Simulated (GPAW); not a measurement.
# Ballistic transport through 1,4-phenylene between two Pt chains, cheap and dear, part 2 of 2

How well does 1,4-phenylene between two Pt chains conduct at low bias, and how far do basis and functional move the answer?

GPAW 26.7.0; GPAW LCAO, PAW setups; Landauer transmission from Green's functions with principal layers (ASE), zero bias.

So far, transmission at the Fermi level (one spin): step 2 (double-zeta polarised basis, PBE, GPAW) 1.08; step 3 (basis szp(dzp), PBE, GPAW) 0.903; step 4 (basis sz(dzp), PBE, GPAW) 0.813; step 5 (LDA) 1.11.

## 8. Temperature 700, potential alignment off

Temperature enters only through the Fermi window. Without the shift, lead and junction are matched by their Fermi levels alone.

This step: GPAW LCAO, PAW setups; Landauer transmission from Green's functions with principal layers (ASE), zero bias (GPAW 26.7.0).

File run.py:

```python
import json
import numpy as np
from ase import Atoms
from ase.transport.calculators import TransportCalculator
from gpaw import GPAW, FermiDirac
from gpaw.lcao.tools import get_lcao_hamiltonian
from scipy.linalg import eigh

# The junction with lead layers at both ends, along the third cell vector
device = Atoms(
    ['Pt', 'Pt', 'Pt', 'Pt', 'Pt', 'Pt', 'Pt', 'C', 'H', 'H', 'C', 'C', 'C', 'C', 'H', 'H', 'C', 'Pt', 'Pt', 'Pt', 'Pt', 'Pt', 'Pt', 'Pt'],
    positions=[
        [5.39909, 4.50000, 1.20000],
        [5.39909, 4.50000, 3.60000],
        [5.39909, 4.50000, 6.00000],
        [5.39909, 4.50000, 8.40000],
        [5.39909, 4.50000, 10.80000],
        [5.39909, 4.50000, 13.20000],
        [5.39909, 4.50000, 15.60000],
        [5.39909, 4.50000, 17.66000],
        [7.54818, 4.50000, 17.81405],
        [3.25000, 4.50000, 17.81405],
        [6.60705, 4.50000, 18.35741],
        [4.19114, 4.50000, 18.35741],
        [6.60705, 4.50000, 19.75224],
        [4.19114, 4.50000, 19.75224],
        [7.54818, 4.50000, 20.29560],
        [3.25000, 4.50000, 20.29560],
        [5.39909, 4.50000, 20.44965],
        [5.39909, 4.50000, 22.50965],
        [5.39909, 4.50000, 24.90965],
        [5.39909, 4.50000, 27.30965],
        [5.39909, 4.50000, 29.70965],
        [5.39909, 4.50000, 32.10965],
        [5.39909, 4.50000, 34.50965],
        [5.39909, 4.50000, 36.90965]],
    cell=[[10.79818, 0.0, 0.0], [0.0, 9.0, 0.0], [0.0, 0.0, 38.10965]],
    pbc=True)

# One principal layer of the lead: the first 5 atoms of the device
lead = Atoms(
    ['Pt', 'Pt', 'Pt', 'Pt', 'Pt'],
    positions=[
        [5.39909, 4.50000, 1.20000],
        [5.39909, 4.50000, 3.60000],
        [5.39909, 4.50000, 6.00000],
        [5.39909, 4.50000, 8.40000],
        [5.39909, 4.50000, 10.80000]],
    cell=[[10.79818, 0.0, 0.0], [0.0, 9.0, 0.0], [0.0, 0.0, 12.0]],
    pbc=True)

settings = dict(mode='lcao', basis='dzp', xc='PBE', h=0.2,
                occupations=FermiDirac(0.1), maxiter=250,
                mixer=dict(beta=0.1, nmaxold=8, weight=100.0),
                convergence=dict(density=0.0001))
energies = np.arange(-3, 3 + 1e-9, 0.075)
eta = 0.0001
n1, n2 = 1, 1
# k and -k transmit alike, so half of the mesh across the current serves
mesh = [(i, j) for i in range(n1) for j in range(n2) if (i, j) <= (-i % n1, -j % n2)]
weights = np.array([1 if (i, j) == (-i % n1, -j % n2) else 2 for i, j in mesh]) / (n1 * n2)

# [... helper functions left out ...]
fermi_lead = ground_state(lead, (1, 1, 10), 'lead.txt')
fermi_device = ground_state(device, (1, 1, 2), 'device.txt')
# [... loop over the mesh left out, but for ...]
        # Lead and device are aligned by their Fermi levels alone
        shift = 0.0
# [...]
kT = 8.617333e-5 * 700
bias = [0.1, 0.2, 0.5, 1.0, 1.5, 2.0]
# [... integrals and printing left out ...]
```

Run with:

```console
$ OMP_NUM_THREADS=1 OPENBLAS_NUM_THREADS=1 python run.py
```

Log:

```text
basis functions: device 476, principal layer 135
Fermi level: lead -4.7602 eV, device -4.5935 eV; lead shifted by 0.0000 eV
largest coupling past the next layer 8.09e-06 eV, largest misfit of the first layer 0.145 eV
  E-E_F (eV)   T (one spin)  [channel counts left out]
    -3.000    9.0456e-01
    -2.925    9.3097e-01
    -2.850    9.7056e-01
    -2.775    1.0236e+00
    -2.700    1.0868e+00
    -2.625    1.1530e+00
    -2.550    1.2130e+00
    -2.475    1.2597e+00
    -2.400    1.2904e+00
    -2.325    1.3065e+00
    -2.250    1.3114e+00
    -2.175    1.3082e+00
    -2.100    1.2992e+00
    -2.025    1.2853e+00
    -1.950    1.2668e+00
    -1.875    1.2439e+00
[...]
2.475    8.9894e-04
     2.550    6.8114e-04
     2.625    4.9921e-04
     2.700    3.4964e-04
     2.775    2.3011e-04
     2.850    1.3798e-04
     2.925    7.1011e-05
     3.000    2.7122e-05
conductance at 700 K: 1.0714 G0 a cell; thermopower -1.63 uV/K
current from the zero-bias T(E) at 0.1 V: 8.297 uA
current from the zero-bias T(E) at 0.2 V: 16.57 uA
current from the zero-bias T(E) at 0.5 V: 41.053 uA
current from the zero-bias T(E) at 1.0 V: 77.647 uA
current from the zero-bias T(E) at 1.5 V: 103.64 uA
current from the zero-bias T(E) at 2.0 V: 124.38 uA
```

It took 2.8 min on 1 thread of Arm Neoverse V2, shared host; peak memory 1.6 GiB.

This step gave:

```yaml
conductance: 1.071 G₀
largest_coupling_past_the_next_principal_layer: 8.09e-6 eV
largest_misfit_of_the_first_principal_layer: 0.1454 eV
shift_that_aligns_the_lead: 0 eV
transmission_at_the_fermi_level_one_spin: 1.081
```

One spin. The transmission, zone mean by energy, zero at the Fermi level:

```tsv
energy (eV)	transmission, zone mean
-3.0000	0.905
-2.7750	1.02
-2.4750	1.26
-2.2500	1.31
-2.0250	1.29
-1.7250	1.19
-1.5000	1.13
-1.2750	1.06
-0.9750	1.01
-0.7500	0.988
-0.5250	0.974
-0.3750	1.16
-0.2250	1.01
0.0000	1.08
0.2250	1.07
0.5250	0.544
0.7500	0.0666
0.9750	0.0344
1.2750	0.0167
1.5000	0.0102
1.7250	0.00630
2.0250	0.00321
2.2500	0.00181
2.4750	9.0e-4
2.7750	2.3e-4
3.0000	2.7e-5
```

Not self-consistent under bias; the bias window is split evenly. Current through one cell, from the zero-bias transmission against bias:

```tsv
bias (V)	current through one cell, from the zero-bias transmission (μA)
0.100	8.30
0.200	16.6
0.500	41.1
1.000	77.6
1.500	104
2.000	124
```

Table of transmission of the three most open eigenchannels by energy, zero at the Fermi level:

```tsv
energy (eV)	channel 1	channel 2	channel 3
-3.0000	0.579	0.321	0.00379
-2.7750	0.522	0.501	0.00109
-2.4750	0.855	0.405	1.1e-4
-2.2500	0.970	0.342	1.0e-5
-2.0250	0.998	0.287	2.2e-4
-1.7250	0.958	0.229	7.3e-4
-1.5000	0.896	0.234	0.00125
-1.2750	0.842	0.211	0.00186
-0.9750	0.784	0.217	0.00272
-0.7500	0.748	0.227	0.00648
-0.5250	0.727	0.225	0.0122
-0.2250	0.730	0.276	0.00583
0.0000	0.717	0.356	0.00644
0.2250	0.642	0.423	0.00563
0.5250	0.385	0.157	0.00277
0.7500	0.0666	1.3e-8	7.1e-10
0.9750	0.0344	7.2e-10	0
1.2750	0.0167	7.2e-10	0
1.5000	0.0102	7.3e-10	0
1.7250	0.00630	7.3e-10	0
2.0250	0.00321	7.2e-10	0
2.2500	0.00181	7.1e-10	0
2.4750	9.0e-4	7.0e-10	0
2.7750	2.3e-4	6.5e-10	0
3.0000	2.7e-5	5.4e-10	0
```

With these changes, and at 700 K in place of 200 K, the conductance is 1.07 G₀ against 1.08 in the dzp run; T at the Fermi level, which temperature doesn't enter, is 1.08 against 1.08.

## 9. K-points along the lead 40, smearing 0.2: lead_nz = 40 and width = 0.2

The lead's own mesh along the current sets its density and potential; where the lead is aligned to the junction's end layer, a rigid shift drops out. Smearing helps the SCF of a metal converge, but it blurs occupations at band edges near the Fermi level.

run.py: that of step 8 with these lines changed.

```diff
@@ -52,3 +52,3 @@
 settings = dict(mode='lcao', basis='dzp', xc='PBE', h=0.2,
-                occupations=FermiDirac(0.1), maxiter=250,
+                occupations=FermiDirac(0.2), maxiter=250,
                 mixer=dict(beta=0.1, nmaxold=8, weight=100.0),
@@ -63,9 +63,9 @@
 # [... helper functions left out ...]
-fermi_lead = ground_state(lead, (1, 1, 10), 'lead.txt')
+fermi_lead = ground_state(lead, (1, 1, 40), 'lead.txt')
 fermi_device = ground_state(device, (1, 1, 2), 'device.txt')
 # [... loop over the mesh left out, but for ...]
-        # Lead and device are aligned by their Fermi levels alone
-        shift = 0.0
+        # Shift the lead onto the potential of the device's first layer
+        shift = ((H[:, 0, 0] - H0[:, 0, 0]) / S0[0, 0]).real.mean()
 # [...]
-kT = 8.617333e-5 * 700
+kT = 8.617333e-5 * 200
 bias = [0.1, 0.2, 0.5, 1.0, 1.5, 2.0]
```

Log:

```text
basis functions: device 476, principal layer 135
Fermi level: lead -4.7139 eV, device -4.5506 eV; lead shifted by -0.0005 eV
largest coupling past the next layer 8.08e-06 eV, largest misfit of the first layer 0.077 eV
  E-E_F (eV)   T (one spin)  channels
    -3.000    9.4523e-01    3.0000
    -2.925    9.7138e-01    3.0000
    -2.850    1.0083e+00    3.0000
    -2.775    1.0549e+00    3.0000
    -2.700    1.1073e+00    3.0000
    -2.625    1.1599e+00    3.0000
    -2.550    1.2065e+00    3.0000
    -2.475    1.2431e+00    3.0000
    -2.400    1.2683e+00    3.0000
    -2.325    1.2831e+00    3.0000
    -2.250    1.2894e+00    3.0000
    -2.175    1.2893e+00    3.0000
    -2.100    1.2841e+00    3.0000
    -2.025    1.2745e+00    3.0000
    -1.950    1.2609e+00    3.0000
    -1.875    1.2437e+00    3.0000
[...]
2.475    9.3434e-04    1.0000
     2.550    7.0935e-04    1.0000
     2.625    5.2092e-04    1.0000
     2.700    3.6607e-04    1.0000
     2.775    2.4194e-04    1.0000
     2.850    1.4604e-04    1.0000
     2.925    7.6061e-05    1.0000
     3.000    2.9832e-05    1.0000
conductance at 200 K: 1.025 G0 a cell; thermopower -0.4568 uV/K
current from the zero-bias T(E) at 0.1 V: 7.9405 uA
current from the zero-bias T(E) at 0.2 V: 15.874 uA
current from the zero-bias T(E) at 0.5 V: 39.516 uA
current from the zero-bias T(E) at 1.0 V: 74.511 uA
current from the zero-bias T(E) at 1.5 V: 100.27 uA
current from the zero-bias T(E) at 2.0 V: 121.85 uA
```

Elapsed: 3.1 min, on 1 thread; peak memory 1.6 GiB.

Numbers from this step:

| Property | Result |
| --- | --- |
| conductance | 1.025 G₀ |
| largest coupling past the next principal layer | 8.08e-6 eV |
| largest misfit of the first principal layer | 0.07658 eV |
| shift that aligns the lead | -5.40e-4 eV |
| transmission at the Fermi level (one spin) | 1.025 |

One spin. The transmission, zone mean by energy, zero at the Fermi level:

energy (eV), transmission, zone mean and a bar:
```
  -3.0000       0.95 ######################
  -2.7750       1.05 #########################
  -2.4750       1.24 #############################
  -2.2500       1.29 ##############################
  -2.0250       1.27 ##############################
  -1.7250       1.20 ############################
  -1.5000       1.18 ###########################
  -1.2750       1.13 ##########################
  -0.9750       1.08 #########################
  -0.7500       1.05 ########################
  -0.5250       1.11 ##########################
  -0.2250       1.00 #######################
   0.0000       1.03 ########################
   0.2250       1.03 ########################
   0.5250       0.48 ###########
   0.7500       0.06 #
   0.9750       0.03 #
   1.2750       0.02 
   1.5000       0.01 
   1.7250       0.01 
   2.0250       0.00 
   2.2500       0.00 
   2.4750       0.00 
   2.7750       0.00 
   3.0000       0.00
```

Crossings of the lead's bands, unfolded to its shortest repeat. Open channels, zone mean against energy, zero at the Fermi level:

```tsv
energy (eV)	open channels, zone mean
-3.00	3
-2.85	3
-2.70	3
-2.55	3
-2.33	3
-2.17	3
-2.02	3
-1.88	3
-1.73	3
-1.57	4
-1.35	6
-1.20	6
-1.05	6
-0.90	6
-0.75	6
-0.60	6
-0.38	4
-0.23	4
-0.07	4
0.00	4
0.07	4
0.23	4
0.38	3
0.60	3
0.75	1
0.90	1
1.05	1
1.20	1
1.35	1
1.57	1
1.73	1
1.88	1
2.02	1
2.17	1
2.33	1
2.55	1
2.70	1
2.85	1
3.00	1
```

Not self-consistent under bias; the bias window is split evenly. Current through one cell, from the zero-bias transmission against bias:

```tsv
bias (V)	current through one cell, from the zero-bias transmission (μA)
0.100	7.94
0.200	15.9
0.500	39.5
1.000	74.5
1.500	100
2.000	122
```

Transmission of the three most open eigenchannels against energy, zero at the Fermi level:

```tsv
energy (eV)	channel 1	channel 2	channel 3
-3.00	0.570	0.371	0.00457
-2.77	0.562	0.492	0.00129
-2.55	0.788	0.418	2.6e-4
-2.40	0.895	0.373	3.2e-5
-2.17	0.976	0.313	6.5e-5
-1.95	0.998	0.262	3.7e-4
-1.73	0.977	0.223	8.2e-4
-1.57	0.948	0.243	0.00118
-1.35	0.897	0.232	0.00205
-1.12	0.846	0.240	0.00566
-0.90	0.796	0.259	0.0126
-0.75	0.767	0.263	0.0138
-0.53	0.733	0.304	0.0556
-0.30	0.715	0.282	0.00504
-0.07	0.694	0.317	0.00567
0.00	0.682	0.337	0.00574
0.07	0.664	0.361	0.00568
0.30	0.565	0.363	0.00467
0.53	0.348	0.133	0.00246
0.75	0.0616	1.3e-9	4.9e-10
0.90	0.0403	1.4e-9	1.7e-12
1.12	0.0232	1.4e-9	0
1.35	0.0141	1.4e-9	0
1.57	0.00878	1.4e-9	0
1.73	0.00641	1.4e-9	0
1.95	0.00392	1.4e-9	0
2.17	0.00228	1.4e-9	0
2.40	0.00120	1.4e-9	0
2.55	7.1e-4	1.4e-9	0
2.77	2.4e-4	1.3e-9	0
3.00	3.0e-5	1.1e-9	0
```

The conductance, 1.03 G₀, lies 4.9 % below that of the dzp run.

## 10. Results

| Property | Result |
| --- | --- |
| conductance | 1.08 G₀ |
| transmission at the Fermi level, mean of the spins | 1.08 |
| thermopower | about 0 (under 1.5 μV/K) |
| open channels of the lead there | 4 |

In the dzp basis the junction conducts 1.08 G₀ at 200 K, with T = 1.08 a spin at the Fermi level; no smaller basis tried comes within 10 % of that conductance. The scatterer reflects about 73 % of the incoming channels at the Fermi level. At the Fermi level the three most open eigenchannels pass 0.72, 0.36 and 0.0064. Measured against the first run (dzp), the nearest curve is that of dzp-LDA (r.m.s. 0.021) and the farthest that of sz (0.21). Over the compared runs wall time goes from 79 s (sz) to 173 s (dzp), on a shared host. The geometry was built from estimated bond lengths and not relaxed, so the numbers describe this model structure. The run had no spin polarisation, so a magnetic state, which chains and small molecules with open shells often have, wasn't tested. Spin-orbit coupling is left out, which matters for the heavy atoms here. Semilocal functionals put molecular levels too near the Fermi level, so such conductances usually come out too high, and chain electrodes have a sharper density of states than real ones. An evenly spaced straight chain is an idealisation: free chains tend to dimerise, zigzag or, where a band edge lies near the Fermi level, turn magnetic. The currents use the zero-bias T(E) throughout, which holds only while the bias is small against the distance to the nearest feature. The energy step is wider than the thermal energy, so the conductance and thermopower rest on interpolation of T(E).

[Logs are printed without paths, hosts, clocks, repeated set-up lines and the standing remarks that a program may print on its own settings, such as how far it seeks lower states.]

[Hosts, paths, dates, database ids (printed as entryN), source tags and the programs' standing remarks are cut or masked in the printed files.]
